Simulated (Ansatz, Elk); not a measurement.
# How far do independent atoms describe TaIn?

The structure of TaIn used here is made up (a known structure type with other elements) and was relaxed beforehand with r2SCAN. The aim is the Fourier transform of its all-electron density, F(hkl), set beside the sum over free spherical atoms that refinements use.

Calculated with Elk 11.2.3 (patched build); DFT, PBE, all-electron APW+lo, Dirac cores, scalar-relativistic bands, static density, no spin.

The structure was built from a prototype and need not be the compound's stable phase.

**1. Starting point**

Symmetry: R-3m, No. 166, trigonal system. Conventional cell: a = 3.043 Å, b = 3.043 Å, c = 14.768 Å, α = 90.00°, β = 90.00°, γ = 120.00°. Nearest to Ta lie 6 In at 3.02 Å and 6 Ta at 3.04 Å. In has 6 Ta at 3.02 Å and 6 In at 3.04 Å nearest. Farther neighbours are not listed.

**2. Ground state and structure factors**

An all-electron density is needed, since X-rays see the cores too. Task 0 finds the density and task 195 Fourier-transforms it; tshift is off so that phases refer to the origin typed.

Input file elk.in:

```
tasks
  0
  195

xctype
  20

spinpol
  .false.

rgkmax
  7.0

gmaxvr
  14.0

lmaxo
  7

lmaxapw
  8

swidth
  0.002

tshift
  .false.

ramdisk
  .false.

hmaxvr
  5.5

maxscl
  120

epspot
  1e-06

sppath
  './'

avec
  2.87539046312 1.66010745744 9.30226284003
  -2.87539046312 1.66010745744 9.30226284003
  0.00000000000 -3.32021491628 9.30226283978

atoms
  2
  'Ta.in'
  1
  0.5000000000 0.5000000000 0.5000000000   0.000000 0.000000 0.000000
  'In.in'
  1
  -0.0000000000 0.0000000000 -0.0000000000   0.000000 0.000000 0.000000

ngridk
  9 9 9
```

On the command line:

```
$ OMP_NUM_THREADS=4 elk
```

Numbers of over 12 decimals in the logs are rounded to 6 here.

Output:

```text
┌─────────────────────────┐
│ Elk code version 11.2.3 │
└─────────────────────────┘

All units are atomic (Hartree, Bohr, etc.)

┌─────────────────────────────────────────────────┐
│ Ground-state run starting from atomic densities │
└─────────────────────────────────────────────────┘

Lattice vectors :
   2.875390463       1.660107457       9.302262840
  -2.875390463       1.660107457       9.302262840
   0.000000000      -3.320214916       9.302262840

Reciprocal lattice vectors :
   1.092579493      0.6308010642      0.2251489921
  -1.092579493      0.6308010642      0.2251489921
 -0.1611245989E-16  -1.261602128      0.2251489920

Unit cell volume      :    266.4237185
Brillouin zone volume :   0.9310365264

Muffin-tin inner radius fraction :   0.1000000000E-01

Nuclei treated as point charges

Species : 1 (Ta)
 parameters loaded from : Ta.in
 name : tantalum
 nuclear charge    :   -73.00000000
 electronic charge :    73.00000000
 atomic mass :    329847.8435
 muffin-tin radius :    2.800000000
 number of radial points in muffin-tin :   1393
 inner part over the whole radius :   0.9923388882E-02
 number on inner part of muffin-tin    :    999
 approximate nuclear radius :   0.1005189763E-03
 number of mesh points to nuclear radius :    519
 atomic positions (lattice), magnetic fields (Cartesian) :
  1 :   0.50000000  0.50000000  0.50000000    0.00000000  0.00000000  0.00000000

Species : 2 (In)
 parameters loaded from : In.in
 name : indium
 nuclear charge    :   -49.00000000
 electronic charge :    49.00000000
 atomic mass :    209300.4102
 muffin-tin radius :    2.600000000
 number of radial points in muffin-tin :   1193
 inner part over the whole radius :   0.9943151076E-02
 number on inner part of muffin-tin    :    850
 approximate nuclear radius :   0.8768807633E-04
 number of mesh points to nuclear radius :    427
 atomic positions (lattice), magnetic fields (Cartesian) :
  1 :   0.00000000  0.00000000  0.00000000    0.00000000  0.00000000  0.00000000

Total number of atoms per unit cell :    2
Total muffin-tin volume :    165.5744992
 ratio of muffin-tin to unit cell volume :   0.6214705663

Spin treatment :
 spin-unpolarised

Number of Bravais lattice symmetries :   12
Number of crystal symmetries         :   12
Crystal has inversion symmetry
Real symmetric eigensolver will be used

k-point grid :      9     9     9
k-point offset :    0.000000000       0.000000000       0.000000000
k-point set is reduced with full crystal symmetry group
Total number of k-points :       85

Muffin-tin radius times maximum |G+k| :    7.000000000
 using average radius
Maximum |G+k| for APW functions       :    2.592592593
Maximum (1/2)|G+k|²                   :    3.360768176
Maximum |G| for potential and density :    14.00000000
Constant for pseudocharge density :   10
 order of it for each species :   17  17
 order of it for pair densities of each species (exact exchange by exxq0 0: 18) :   10   9
Radial integration step length :    1

G-vector grid sizes :     45    45    45
Number of G-vectors :    12341

Maximum angular momentum used for
 APW functions            :    8
 outer part of muffin-tin :    7
 inner part of muffin-tin :    2

Total nuclear charge    :   -122.0000000
Total core charge       :    76.00000000
Total valence charge    :    46.00000000
Total excess charge     :    0.000000000
Total electronic charge :    122.0000000

Effective Wigner radius, rₛ :   0.8048373983

Number of empty states         :      8
Total number of valence states :     32
Total number of core states    :     76

Third-order local-orbitals added for an l without core states : T
Total number of local-orbitals :     51

Exchange-correlation functional :     20     0     0
 Perdew-Burke-Ernzerhof, Phys. Rev. Lett. 77, 3865 (1996)
 gradient requirement :    1
 generalised gradient approximation (GGA)

Smearing type :    3
 Fermi-Dirac
Smearing width :   0.2000000000E-02
Effective electronic temperature (K) :    631.5500496

Mixing type :    3
[...]
xc potential                :     -625.77161741645
 exchange                    :     -470.31210936907
 correlation                 :     -7.075215
 electron entropic           :    -0.48462163121837E-03
 total energy                :     -21509.883551456

Density of states at Fermi energy :    39.04556187
 (states/Hartree/unit cell)

Estimated indirect band gap :   0.3254356182E-03
 from k-point 85 to k-point 77
Estimated direct band gap   :   0.1478223615E-01
 at k-point 43

Charges :
 core                        :    76.00000000
 valence                     :    46.00000000
 interstitial                :    2.945075073
 muffin-tins (core leakage)
  species : 1 (Ta)
   atom 1                    :    71.62734376     ( -0.1417826070E-06)
  species : 2 (In)
   atom 1                    :    47.42758117     (  0.1377044939E-03)
 total in muffin-tins        :    119.0549249
 total calculated charge     :    121.9989667
 total charge                :    122.0000000
 error                       :   0.1033285451E-02

RMS change in Kohn-Sham potential (target) :   0.1044152021     (  0.1000000000E-05)
Absolute change in total energy (target)   :   0.8090714542E-01 (  0.1000000000E-03)

[... loops 3 to 13 left out ...]

┌──────────────────┐
│ Loop number : 14 │
└──────────────────┘

Energies :
 Fermi                       :     0.337551
 sum of occupied eigenvalues :     -13099.774308362
 electron kinetic            :      23722.835808224
 core electron kinetic       :      22923.735283177
 Coulomb                     :     -44754.495572810
 Coulomb potential           :     -36198.214180268
 nuclear-nuclear             :     -2135.9464786411
 electron-nuclear            :     -49091.179583827
 Hartree                     :      6472.6304896578
 Madelung                    :     -26655.388482676
 xc potential                :     -624.39593631802
 exchange                    :     -470.60670484641
 correlation                 :     -7.076450
 electron entropic           :    -0.46072130872341E-03
 total energy                :     -21509.343380358

Density of states at Fermi energy :    34.67647896
 (states/Hartree/unit cell)

Estimated indirect band gap :   0.1343474010E-02
 from k-point 22 to k-point 20
Estimated direct band gap   :   0.8317815762E-02
 at k-point 25

Charges :
 core                        :    76.00000000
 valence                     :    46.00000000
 interstitial                :    2.843283780
 muffin-tins (core leakage)
  species : 1 (Ta)
   atom 1                    :    71.57790331     ( -0.1517164279E-06)
  species : 2 (In)
   atom 1                    :    47.57881291     (  0.1310229139E-03)
 total in muffin-tins        :    119.1567162
 total calculated charge     :    121.9989924
 total charge                :    122.0000000
 error                       :   0.1007638064E-02

RMS change in Kohn-Sham potential (target) :   0.3132877445E-06 (  0.1000000000E-05)
Absolute change in total energy (target)   :   0.1368272206E-04 (  0.1000000000E-03)

Convergence targets achieved

┌──────────────────┐
│ Loop number : 15 │
└──────────────────┘

Energies :
 Fermi                       :     0.337550
 sum of occupied eigenvalues :     -13099.774331444
 electron kinetic            :      23722.835809790
 core electron kinetic       :      22923.735289019
 Coulomb                     :     -44754.495577344
 Coulomb potential           :     -36198.214174877
 nuclear-nuclear             :     -2135.9464786411
 electron-nuclear            :     -49091.179600082
 Hartree                     :      6472.6305013790
 Madelung                    :     -26655.388489906
 xc potential                :     -624.39596635639
 exchange                    :     -470.60670501833
 correlation                 :     -7.076450
 electron entropic           :    -0.46071944802561E-03
 total energy                :     -21509.343383486

Density of states at Fermi energy :    34.67633327
 (states/Hartree/unit cell)

Estimated indirect band gap :   0.1343465776E-02
 from k-point 22 to k-point 20
Estimated direct band gap   :   0.8317777967E-02
 at k-point 25

Charges :
 core                        :    76.00000000
 valence                     :    46.00000000
 interstitial                :    2.843283221
 muffin-tins (core leakage)
  species : 1 (Ta)
   atom 1                    :    71.57790403     ( -0.1517169181E-06)
  species : 2 (In)
   atom 1                    :    47.57881275     (  0.1310229229E-03)
 total in muffin-tins        :    119.1567168
 total calculated charge     :    121.9989924
 total charge                :    122.0000000
 error                       :   0.1007639640E-02

┌──────────────────────────────┐
│ Self-consistent loop stopped │
└──────────────────────────────┘

Warning : core states of species 2 leak from the muffin-tin :   0.1310229229E-03

Wrote STATE.OUT
```

Run time: 37 s. Hardware: 4 threads of Arm Neoverse N1, shared host; peak memory 0.15 GiB; 1.9 min of CPU time.

SFACRHO.OUT:

```text

h k l indices transformed by vhmat matrix:
   1.000000000       0.000000000       0.000000000    
   0.000000000       1.000000000       0.000000000    
   0.000000000       0.000000000       1.000000000    

      h      k      l  multipl.   |H|            Re(F)            Im(F)           |F|

      0      0      0      1   0.0000000       122.00000      0.40236804E-17   122.00000    
      1      1      1      2  0.67544698      -23.331793      0.24434043E-13   23.331793    
      0      1      0      6   1.2815350      -21.909088      0.75958908E-14   21.909088    
     -1     -1      0      6   1.3395552       100.77559      0.15007829E-13   100.77559    
     -2     -2     -2      2   1.3508940       100.65127      0.44971375E-13   100.65127    
      2      1      1      6   1.5500687       96.706654      0.76137081E-13   96.706654    
      1      2      2      6   1.6908405      -21.294993     -0.67324949E-13   21.294993    
      3      2      2      6   2.0187995      -20.668738     -0.14704258E-12   20.668738    
     -3     -3     -3      2   2.0263409      -20.841490      0.13368720E-12   20.841490    
     -1      1      0      6   2.1851590       85.516134     -0.23515920E-16   85.516134    
     -3     -2     -3      6   2.1990753       85.218996     -0.13571760E-12   85.218996    
      0     -1     -2     12   2.2871704      -20.093561     -0.19191981E-13   20.093561    
      1      1     -1      6   2.5332295      -19.525600      0.28162402E-13   19.525600    
      0      0     -2      6   2.5630700       79.256124     -0.31784083E-13   79.256124    
      3      1      2     12   2.5690143       79.102253     -0.36205106E-13   79.102253    
     -3     -4     -3      6   2.5808616       78.971265     -0.11445799E-12   78.971265    
     -2      0     -2      6   2.6791105       77.414837      0.23660627E-13   77.414837    
      4      4      4      2   2.7017879       77.214925     -0.70662498E-13   77.214925
```

Elk indexes on the primitive cell of elk.in and gives |H| = 4π sin θ/λ in inverse bohr. Below, one row stands for each form hkl of the conventional cell (m members, Friedel mates merged), F is for one primitive cell and the density is static (no thermal factor). Free-atom factors are Waasmaier and Kirfel's, and R is Σm||F|−|F'||/Σm|F|.

| hkl | m | sin θ/λ (Å⁻¹) | abs F, DFT | neutral atoms | diff. |
| --- | --- | --- | --- | --- | --- |
| 003 | 2 | 0.102 | 23.332 | 23.239 | +0.092 |
| 101 | 6 | 0.193 | 21.909 | 22.091 | -0.182 |
| 012 | 6 | 0.201 | 100.776 | 101.109 | -0.333 |
| 006 | 2 | 0.203 | 100.651 | 100.890 | -0.239 |
| 104 | 6 | 0.233 | 96.707 | 97.093 | -0.386 |
| 015 | 6 | 0.254 | 21.295 | 21.389 | -0.093 |
| 107 | 6 | 0.304 | 20.669 | 20.728 | -0.060 |
| 009 | 2 | 0.305 | 20.841 | 20.712 | +0.130 |
| 110 | 6 | 0.329 | 85.516 | 85.539 | -0.023 |
| 018 | 6 | 0.331 | 85.219 | 85.298 | -0.079 |
| 113 | 12 | 0.344 | 20.094 | 20.117 | -0.023 |
| 021 | 6 | 0.381 | 19.526 | 19.523 | +0.003 |
| 202 | 6 | 0.385 | 79.256 | 79.240 | +0.016 |
| 116 | 12 | 0.386 | 79.102 | 79.145 | -0.043 |
| 1 0 10 | 6 | 0.388 | 78.971 | 78.957 | +0.014 |
| 024 | 6 | 0.403 | 77.415 | 77.418 | -0.004 |
| 0 0 12 | 2 | 0.406 | 77.215 | 77.069 | +0.146 |
| 205 | 6 | 0.415 | 18.905 | 18.954 | -0.049 |
| 0 1 11 | 6 | 0.418 | 18.854 | 18.913 | -0.059 |
| 027 | 6 | 0.447 | 18.309 | 18.421 | -0.112 |
| 119 | 12 | 0.448 | 18.293 | 18.408 | -0.115 |
| 208 | 6 | 0.466 | 71.278 | 71.301 | -0.022 |

**3. The highest occupied states alone**

An energy window below the Fermi level keeps the highest occupied states, to see at which angles they scatter; shallow core shells can lie inside it and anion s states outside. No new self-consistency is needed.

elk.in: that of step 2 with these lines changed.

```diff
@@ -1,3 +1,2 @@
 tasks
-  0
   195
@@ -40,2 +39,5 @@
 
+wsfac
+  -0.213690 0.637550
+
 sppath
```

On the command line:

```
$ OMP_NUM_THREADS=4 elk
```

Output:

```text
┌─────────────────────────────────┐
│ Elk code version 11.2.3 started │
└─────────────────────────────────┘

Info(readinput): the functional depends on the density's gradient
 muffin-tin radial points multiplied by    2.00000
 (not where nrmtscf is given)

┌────────────────────┐
│ Current task : 195 │
└────────────────────┘

Info(sfacrho): density structure factors written to SFACRHO.OUT

 Energy window :  -0.2136900000      0.6375500000

┌──────────────────┐
│ Elk code stopped │
└──────────────────┘
```

Run time: 6.6 s. Hardware: 4 threads; peak memory 0.16 GiB.

States within 15 eV below the Fermi level hold 18.00 electrons; any levels below the window count with the cores. Their amplitudes can exceed the total, where window and core parts have opposite phase:

```csv
hkl,sin θ/λ (Å⁻¹),"abs F, window","abs F, all"
003,0.102,7.380,23.332
101,0.193,6.029,21.909
012,0.201,6.547,100.776
006,0.203,6.579,100.651
104,0.233,5.233,96.707
015,0.254,4.402,21.295
107,0.304,3.235,20.669
009,0.305,3.017,20.841
110,0.329,2.851,85.516
018,0.331,2.760,85.219
```

(Continued in part 2 of 2.)

[Logs are printed without paths, hosts, clocks, repeated set-up lines and the standing remarks that a program may print on its own settings, such as how far it seeks lower states.]

[Hosts, paths, dates, database ids (printed as entryN), source tags and the programs' standing remarks are cut or masked in the printed files.]
